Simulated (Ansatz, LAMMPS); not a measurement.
# Compressing and expanding amorphous 64SiO2-25Y2O3-11Al2O3 (mol %) (164 atoms), part 2 of 3

How stiff is amorphous 64SiO2-25Y2O3-11Al2O3 (mol %) (164 atoms), and how do its levels respond to strain?

Ansatz 0.2.0; Kohn-Sham DFT, PBEsol, PAW (set soft_1), plane waves.

The cell: 28 Si, 22 Y, 10 Al and 104 O. The quench rate of 1000 K/ps is many orders above laboratory rates. The starting topology of bonds comes from the classical model. Only the Γ point is sampled.

So far. Step 2 (Single point at the start): The r.m.s. force at the start is 0.74 eV/Å.

## (3) Cell and atoms relaxed

Cell and atoms are freed together, to release stress as well as forces.

Input file input.yaml:

```yaml
crystal:
  lattice:
    - [13.03386, 0.0, 0.0]
    - [0.0, 13.03386, 0.0]
    - [0.0, 0.0, 13.03386]
  atoms:
    [... the 164 atom lines of step 2 ...]
kpoints:
  mp_grid: { grid: [1, 1, 1] }
hamiltonian:
  xc: pbesol
  pseudopotentials: { kind: paw, azcp: { folder: soft_1 }, xc_functional: pbe }
scf:
  occupations: { method: fixed }
output:
  forces: true
relax:
  f_tol: 0.05
  max_steps: 150
  cell: {}
```

On the command line:

```console
> ansatz run input.yaml --threads 4 --pin off --max-ram 8192MiB --backend cpu --events-out ev --progress --plain --runs-dir out
```

Numbers of over 12 decimals in the logs are rounded to 6 here.

The log of the run:

```text
[...]
Crystal: 164 atoms, lattice volume = 2214.212 Å³
Basis set: ecut = 420 eV, 43387 PW (Γ), exchange–correlation on 180×180×180 points (8 copies of the dense FFT grid, shifted against one another)
Bands: 668, of which v1, the nominal top of the filled ones, is band 504 counted from 1 (503 counted from 0)
Symmetry: 1 space group operations
[...]
k-points: 1
[...]
SCF iter   1: F=—  HF=-164762.203556 eV  |F-HF|=—  |Δ(HF+E_count)|=         —  Δρ=7.98e-2  dr2=2.66e2  ethr=3.10e-3  ⟨swp⟩=5.0  Hψ=1959  notcnv=0  defer=161
[...]
SCF iter   5: F=—  HF=-164692.742915 eV  |F-HF|=—  |Δ(HF+E_count)|=   1.01e-1  Δρ=3.10e-3  dr2=3.17e-1  ethr=1.41e-4  ⟨swp⟩=3.0  Hψ=1000  notcnv=0  defer=158
[...]
SCF iter  14: F=—  HF=-164692.812062 eV  |F-HF|=—  |Δ(HF+E_count)|=   8.58e-7  Δρ=4.17e-6  dr2=3.63e-7  ethr=1.70e-10  ⟨swp⟩=2.0  Hψ=848  notcnv=0  defer=158
SCF iter  15: F=-164692.812062 eV  HF=-164692.812062 eV  |F-HF|=2.29e-8  |Δ(HF+E_count)|=   1.55e-7  Δρ=1.46e-6  dr2=5.21e-8  ethr=9.92e-12  ⟨swp⟩=5.0  Hψ=1981  notcnv=0
SCF 1 converged in 15 iterations: F = -164692.812062 eV  dr2 = 5.21e-8
[...]
relax step   1: F+E_penalty+E_count = -164692.81206248 eV  Δ(F+E_penalty+E_count) = +0.000e0 eV  max|allowed force component| = 2.481e0 eV/Å  Δτ_max = 0.0000 Å  P = -2.788 GPa  Ω = 2214.212 Å³  (15 SCF iters, dr2 threshold 1.00e-7 eV, accepted)
[... from here on, the SCF cycles and remarks between the steps are left out ...]
relax step   2: F+E_penalty+E_count = -164697.19422917 eV  Δ(F+E_penalty+E_count) = -4.382e0 eV  max|allowed force component| = 1.299e0 eV/Å  Δτ_max = 0.1901 Å  P = +2.449 GPa  Ω = 2111.472 Å³  energy of the carried Pulay correction = +2.237e-1 eV  (8 SCF iters, dr2 threshold 1.64e-5 eV, accepted)
relax step   3: F+E_penalty+E_count = -164698.74373022 eV  Δ(F+E_penalty+E_count) = -1.550e0 eV  max|allowed force component| = 8.929e-1 eV/Å  Δτ_max = 0.1087 Å  P = +0.852 GPa  Ω = 2133.614 Å³  energy of the carried Pulay correction = +1.746e-1 eV  (8 SCF iters, dr2 threshold 1.64e-5 eV, accepted)
relax step   4: F+E_penalty+E_count = -164699.97988845 eV  Δ(F+E_penalty+E_count) = -1.236e0 eV  max|allowed force component| = 4.275e-1 eV/Å  Δτ_max = 0.2000 Å  P = +0.033 GPa  Ω = 2141.310 Å³  energy of the carried Pulay correction = +1.577e-1 eV  (8 SCF iters, dr2 threshold 1.64e-5 eV, accepted)
relax step   5: F+E_penalty+E_count = -164700.44693595 eV  Δ(F+E_penalty+E_count) = -4.670e-1 eV  max|allowed force component| = 3.807e-1 eV/Å  Δτ_max = 0.2000 Å  P = -0.030 GPa  Ω = 2139.602 Å³  energy of the carried Pulay correction = +1.614e-1 eV  (8 SCF iters, dr2 threshold 1.14e-5 eV, accepted)
relax step   6: F+E_penalty+E_count = -164700.68733458 eV  Δ(F+E_penalty+E_count) = -2.404e-1 eV  max|allowed force component| = 3.249e-1 eV/Å  Δτ_max = 0.1940 Å  P = -0.173 GPa  Ω = 2139.689 Å³  energy of the carried Pulay correction = +1.612e-1 eV  (8 SCF iters, dr2 threshold 9.06e-6 eV, accepted)
relax step   7: F+E_penalty+E_count = -164700.95977008 eV  Δ(F+E_penalty+E_count) = -2.724e-1 eV  max|allowed force component| = 2.626e-1 eV/Å  Δτ_max = 0.2000 Å  P = -0.049 GPa  Ω = 2136.530 Å³  energy of the carried Pulay correction = +1.682e-1 eV  (8 SCF iters, dr2 threshold 6.60e-6 eV, accepted)
relax step   8: F+E_penalty+E_count = -164701.12617997 eV  Δ(F+E_penalty+E_count) = -1.664e-1 eV  max|allowed force component| = 3.652e-1 eV/Å  Δτ_max = 0.1915 Å  P = -0.105 GPa  Ω = 2135.973 Å³  energy of the carried Pulay correction = +1.694e-1 eV  (8 SCF iters, dr2 threshold 4.31e-6 eV, accepted)
relax step   9: F+E_penalty+E_count = -164701.11479827 eV  Δ(F+E_penalty+E_count) = +1.138e-2 eV  max|allowed force component| = 6.266e-1 eV/Å  Δτ_max = 0.1939 Å  P = -0.013 GPa  Ω = 2133.560 Å³  energy of the carried Pulay correction = +1.747e-1 eV  (8 SCF iters, dr2 threshold 8.33e-6 eV, rejected (line search))
relax step  10: F+E_penalty+E_count = -164701.22131011 eV  Δ(F+E_penalty+E_count) = -9.513e-2 eV  max|allowed force component| = 2.494e-1 eV/Å  Δτ_max = 0.0969 Å  P = -0.066 GPa  Ω = 2134.553 Å³  energy of the carried Pulay correction = +1.725e-1 eV  (12 SCF iters, accepted)
relax step  11: F+E_penalty+E_count = -164701.31193373 eV  Δ(F+E_penalty+E_count) = -9.062e-2 eV  max|allowed force component| = 1.960e-1 eV/Å  Δτ_max = 0.1000 Å  P = -0.067 GPa  Ω = 2133.073 Å³  energy of the carried Pulay correction = +1.758e-1 eV  (7 SCF iters, dr2 threshold 3.89e-6 eV, accepted)
relax step  12: F+E_penalty+E_count = -164701.41098217 eV  Δ(F+E_penalty+E_count) = -9.905e-2 eV  max|allowed force component| = 1.266e-1 eV/Å  Δτ_max = 0.1500 Å  P = +0.076 GPa  Ω = 2128.072 Å³  energy of the carried Pulay correction = +1.869e-1 eV  (8 SCF iters, dr2 threshold 2.40e-6 eV, accepted)
relax step  13: F+E_penalty+E_count = -164701.39548302 eV  Δ(F+E_penalty+E_count) = +1.550e-2 eV  max|allowed force component| = 2.704e-1 eV/Å  Δτ_max = 0.0423 Å  P = -0.021 GPa  Ω = 2128.873 Å³  energy of the carried Pulay correction = +1.851e-1 eV  (8 SCF iters, dr2 threshold 1.00e-6 eV, rejected (line search))
relax step  14: F+E_penalty+E_count = -164701.43425037 eV  Δ(F+E_penalty+E_count) = -2.327e-2 eV  max|allowed force component| = 8.260e-2 eV/Å  Δτ_max = 0.0211 Å  P = +0.026 GPa  Ω = 2129.111 Å³  energy of the carried Pulay correction = +1.846e-1 eV  (11 SCF iters, accepted)
relax step  15: F+E_penalty+E_count = -164701.46129044 eV  Δ(F+E_penalty+E_count) = -2.704e-2 eV  max|allowed force component| = 9.813e-2 eV/Å  Δτ_max = 0.1000 Å  P = +0.023 GPa  Ω = 2129.257 Å³  energy of the carried Pulay correction = +1.842e-1 eV  (8 SCF iters, dr2 threshold 4.26e-7 eV, accepted)
relax step  16: F+E_penalty+E_count = -164701.48392974 eV  Δ(F+E_penalty+E_count) = -2.264e-2 eV  max|allowed force component| = 3.899e-1 eV/Å  Δτ_max = 0.1446 Å  P = -0.162 GPa  Ω = 2130.655 Å³  energy of the carried Pulay correction = +1.812e-1 eV  (8 SCF iters, dr2 threshold 6.02e-7 eV, accepted)
relax step  17: F+E_penalty+E_count = -164701.56930027 eV  Δ(F+E_penalty+E_count) = -8.537e-2 eV  max|allowed force component| = 6.781e-1 eV/Å  Δτ_max = 0.1958 Å  P = -0.074 GPa  Ω = 2128.113 Å³  energy of the carried Pulay correction = +1.868e-1 eV  (7 SCF iters, dr2 threshold 9.50e-6 eV, accepted)
relax step  18: F+E_penalty+E_count = -164701.46042616 eV  Δ(F+E_penalty+E_count) = +1.089e-1 eV  max|allowed force component| = 2.310e0 eV/Å  Δτ_max = 0.1951 Å  P = +0.045 GPa  Ω = 2125.644 Å³  energy of the carried Pulay correction = +1.922e-1 eV  (7 SCF iters, dr2 threshold 1.64e-5 eV, rejected (line search))
relax step  19: F+E_penalty+E_count = -164701.74370344 eV  Δ(F+E_penalty+E_count) = -1.744e-1 eV  max|allowed force component| = 2.533e-1 eV/Å  Δτ_max = 0.0975 Å  P = +0.026 GPa  Ω = 2126.566 Å³  energy of the carried Pulay correction = +1.902e-1 eV  (13 SCF iters, accepted)
relax step  20: F+E_penalty+E_count = -164701.77452068 eV  Δ(F+E_penalty+E_count) = -3.082e-2 eV  max|allowed force component| = 9.940e-2 eV/Å  Δτ_max = 0.1000 Å  P = +0.007 GPa  Ω = 2127.676 Å³  energy of the carried Pulay correction = +1.877e-1 eV  (7 SCF iters, dr2 threshold 4.01e-6 eV, accepted)
relax step  21: F+E_penalty+E_count = -164701.75100057 eV  Δ(F+E_penalty+E_count) = +2.352e-2 eV  max|allowed force component| = 2.834e-1 eV/Å  Δτ_max = 0.1500 Å  P = +0.032 GPa  Ω = 2122.110 Å³  energy of the carried Pulay correction = +2.001e-1 eV  (9 SCF iters, dr2 threshold 6.17e-7 eV, rejected (line search))
relax step  22: F+E_penalty+E_count = -164701.77921064 eV  Δ(F+E_penalty+E_count) = -4.690e-3 eV  max|allowed force component| = 1.137e-1 eV/Å  Δτ_max = 0.0434 Å  P = -0.001 GPa  Ω = 2127.103 Å³  energy of the carried Pulay correction = +1.890e-1 eV  (12 SCF iters, accepted)
relax step  23: F+E_penalty+E_count = -164701.78685035 eV  Δ(F+E_penalty+E_count) = -7.640e-3 eV  max|allowed force component| = 5.208e-2 eV/Å  Δτ_max = 0.0382 Å  P = +0.014 GPa  Ω = 2126.064 Å³  energy of the carried Pulay correction = +1.913e-1 eV  (7 SCF iters, dr2 threshold 8.08e-7 eV, accepted)
relax step  24: F+E_penalty+E_count = -164701.78619827 eV  Δ(F+E_penalty+E_count) = +6.521e-4 eV  max|allowed force component| = 5.291e-2 eV/Å  Δτ_max = 0.0355 Å  P = -0.007 GPa  Ω = 2126.396 Å³  energy of the carried Pulay correction = +1.906e-1 eV  (8 SCF iters, dr2 threshold 1.70e-7 eV, accepted)
relax step  25: F+E_penalty+E_count = -164701.78930429 eV  Δ(F+E_penalty+E_count) = -3.106e-3 eV  max|allowed force component| = 2.503e-2 eV/Å  Δτ_max = 0.0215 Å  P = -0.000 GPa  Ω = 2126.313 Å³  energy of the carried Pulay correction = +1.908e-1 eV  (7 SCF iters, dr2 threshold 1.75e-7 eV, accepted)
relax step  26: F+E_penalty+E_count = -164701.70683045 eV  Δ(F+E_penalty+E_count) = +8.247e-2 eV  max|allowed force component| = 2.520e-2 eV/Å  Δτ_max = 0.0000 Å  P = -0.083 GPa  Ω = 2126.313 Å³  stress off target by 2.05e-1 GPa  SCF on the basis re-selected at this cell (its energy is not comparable with the rows above)  (7 SCF iters)
relax step  27: F+E_penalty+E_count = -164701.71758375 eV  Δ(F+E_penalty+E_count) = -1.075e-2 eV  max|allowed force component| = 4.547e-2 eV/Å  Δτ_max = 0.0230 Å  P = +0.011 GPa  Ω = 2123.357 Å³  energy of the carried Pulay correction = +6.513e-3 eV  (8 SCF iters, dr2 threshold 1.05e-7 eV, accepted)
relax step  28: F+E_penalty+E_count = -164701.71221653 eV  Δ(F+E_penalty+E_count) = +5.367e-3 eV  max|allowed force component| = 4.546e-2 eV/Å  Δτ_max = 0.0000 Å  P = +0.007 GPa  Ω = 2123.357 Å³  stress off target by 4.28e-2 GPa  SCF on the basis re-selected at this cell (its energy is not comparable with the rows above)  (5 SCF iters)
[...]
SCF converged after 5 iterations
Free energy (F): -164701.712217 eV
[...]
Internal energy: -164701.712217 eV  (E = F + TS)
E sigma→0 (E₀):  -164701.712217 eV
Fermi energy:    5.829979 eV
[...]
Σ components = -164701.712217   (vs F -164701.712217, Δ=0.00e0)
--- Forces (eV/Å), atoms counted from 1 ---
  atom   1  Si    -0.01926616    -0.00746764     0.00754782
  atom   2  Si     0.00310287     0.00227691    -0.00327235
  atom   3  Si    -0.00530701    -0.00053847     0.01067618
  atom   4  Si     0.00394360    -0.01252749     0.04132197
[...]
atom 164  O      0.00918611     0.00824742     0.00894776
  max |Σ_I F_I| component: 2.67e-5 eV/Å
--- Stress (GPa, compression-positive) ---
        0.002127       0.016573      -0.001325
        0.016573       0.020595       0.026471
       -0.001326       0.026470      -0.000691
  P = ⅓ Tr σ = 0.0073 GPa (0.073 kbar)
--- Relaxed structure (26 steps of the walk, 22 accepted, 2 SCFs on fresh bases) ---
  F+E_penalty+E_count = -164701.71221653 eV   max|allowed force component| = 4.546e-2 eV/Å   (the final SCF, on the basis selected at the relaxed cell)
  cell:  # Å, volume = 2123.3572 Å³
    - [12.855647, 0.148434, 0.153188]
    - [0.148434, 13.053490, 0.444547]
    - [0.153188, 0.444547, 12.671770]
  atoms:
    - { symbol: Si, position: [0.740854, 0.193844, 0.829664] }
    - { symbol: Si, position: [0.962762, 0.314259, 0.134966] }
    - { symbol: Si, position: [0.417338, 0.032154, 0.988492] }
    - { symbol: Si, position: [0.952176, 0.080130, 0.790589] }
[...]
- { symbol: O, position: [0.844709, 0.595851, 0.376251] }
```

Wall time 16 min (4 threads of Arm Neoverse V2, shared host); peak memory 3.5 GiB.

The relaxation converged after 26 steps, with a largest force component of 0.045 eV/Å.

## (4) Single point at the relaxed geometry

One more single point at the end of the walk gives the fuller output and checks the residual forces.

Input file input.yaml:

```yaml
crystal:
  lattice:
    - [12.85565, 0.14843, 0.15319]
    - [0.14843, 13.05349, 0.44455]
    - [0.15319, 0.44455, 12.67177]
  atoms:
    - { symbol: Si, position: [0.74085, 0.19384, 0.82966] }
    - { symbol: Si, position: [0.96276, 0.31426, 0.13497] }
    - { symbol: Si, position: [0.41734, 0.03215, 0.98849] }
    - { symbol: Si, position: [0.95218, 0.08013, 0.79059] }
    - { symbol: Si, position: [0.62864, 0.26965, 0.64557] }
    - { symbol: Si, position: [0.14154, 0.46198, 0.9106] }
    [... 152 atom lines left out ...]
    - { symbol: O, position: [0.84085, 0.14207, 0.76585] }
    - { symbol: O, position: [0.79176, 0.03378, 0.3069] }
    - { symbol: O, position: [0.9947, 0.06315, 0.4798] }
    - { symbol: O, position: [0.27367, 0.58054, 0.61183] }
    - { symbol: O, position: [0.58482, 0.95624, 0.71317] }
    - { symbol: O, position: [0.84471, 0.59585, 0.37625] }
kpoints:
  mp_grid: { grid: [1, 1, 1] }
hamiltonian:
  xc: pbesol
  pseudopotentials: { kind: paw, azcp: { folder: soft_1 }, xc_functional: pbe }
scf:
  occupations: { method: fixed }
output:
  forces: true
  stress: true
  populations: true
  dos:
    method: { smearing: { sigma: 0.1 } }
    de: 0.1
    projected: { site_lists: { Al: [Al], O: [O], Si: [Si], "Y": ["Y"] } }
  eigenvalues: true
  write_density: true
  write_potential: true
  volumetric_format: npy
```

The log of the run:

```text
[...]
Crystal: 164 atoms, lattice volume = 2123.358 Å³
Basis set: ecut = 420 eV, 41539 PW (Γ), exchange–correlation on 180×180×180 points (8 copies of the dense FFT grid, shifted against one another)
Bands: 668, of which v1, the nominal top of the filled ones, is band 504 counted from 1 (503 counted from 0)
Symmetry: 1 space group operations
[...]
k-points: 1
[...]
SCF iter   1: F=—  HF=-164780.654514 eV  |F-HF|=—  |Δ(HF+E_count)|=         —  Δρ=8.12e-2  dr2=2.49e2  ethr=3.10e-3  ⟨swp⟩=5.0  Hψ=2223  notcnv=0  defer=162
[...]
SCF iter  15: F=-164701.712203 eV  HF=-164701.712202 eV  |F-HF|=1.02e-8  |Δ(HF+E_count)|=   5.17e-8  Δρ=7.63e-7  dr2=1.42e-8  ethr=9.92e-12  ⟨swp⟩=22.0  Hψ=6324  notcnv=0
SCF 1 converged in 15 iterations: F = -164701.712203 eV  dr2 = 1.42e-8
[...]
SCF converged after 15 iterations
Free energy (F): -164701.712203 eV
[...]
Internal energy: -164701.712203 eV  (E = F + TS)
E sigma→0 (E₀):  -164701.712203 eV
Fermi energy:    5.830219 eV
[...]
--- Forces (eV/Å), atoms counted from 1 ---
  atom   1  Si    -0.01751053    -0.00578902     0.01314195
  atom   2  Si     0.00344894     0.00012648    -0.00578176
  atom   3  Si    -0.00769735     0.00082599     0.01233219
  atom   4  Si     0.00215486    -0.01317237     0.04002061
  atom   5  Si    -0.00029571     0.00500577     0.00498270
  atom   6  Si    -0.00937657    -0.01148632     0.01481356
  atom   7  Si    -0.01090331     0.01533495     0.00909603
  atom   8  Si     0.00584646     0.00455485    -0.02629217
  atom   9  Si    -0.01887014    -0.01258517     0.00005476
  atom  10  Si    -0.01790582    -0.00595383    -0.01805018
  atom  11  Si     0.00109263    -0.00445709    -0.01118194
  atom  12  Si     0.01155396     0.00749798    -0.00435942
  atom  13  Si     0.02187188     0.00204042    -0.00113924
  atom  14  Si    -0.01114649     0.00354039    -0.02498180
[...]
atom 163  O     -0.00098784     0.00559279    -0.00984039
  atom 164  O      0.00892908     0.00780704     0.00910169
  max |Σ_I F_I| component: 4.00e-5 eV/Å
--- Stress (GPa, compression-positive) ---
        0.002318       0.016982      -0.001361
        0.016982       0.020677       0.026645
       -0.001362       0.026644       0.000195
  P = ⅓ Tr σ = 0.0077 GPa (0.077 kbar)
--- Band table (eV) ---
[...]
--- Löwdin populations: 164 sites ---
  site symbol       q [e]
     0     Si      2.3248
     1     Si      2.3744
     2     Si      2.3185
[...]
163      O      6.7495
  spilling = 0.008795 (of n_electrons = 1008.000000)
```

Wall time 77 s (4 threads); peak memory 3.7 GiB.

Numbers from this run:

```yaml
free_energy: -164701.7122 eV
free_energy_per_atom: -1004.2787 eV/atom
scf_cycles: 15
pressure: 0.00773 GPa
r_m_s_force_component: 0.0111 eV/Å
longest_force: 0.05193 eV/Å
fermi_energy: 5.83 eV
spacing_of_highest_filled_and_lowest_empty_level: 3.897 eV
spilling_of_the_projection: 0.008795
```

[end of part 2 of 3]

[Logs are printed without paths, hosts, clocks, repeated set-up lines and the standing remarks that a program may print on its own settings, such as how far it seeks lower states.]

[Hosts, paths, dates, database ids (printed as entryN), source tags and the programs' standing remarks are cut or masked in the printed files.]
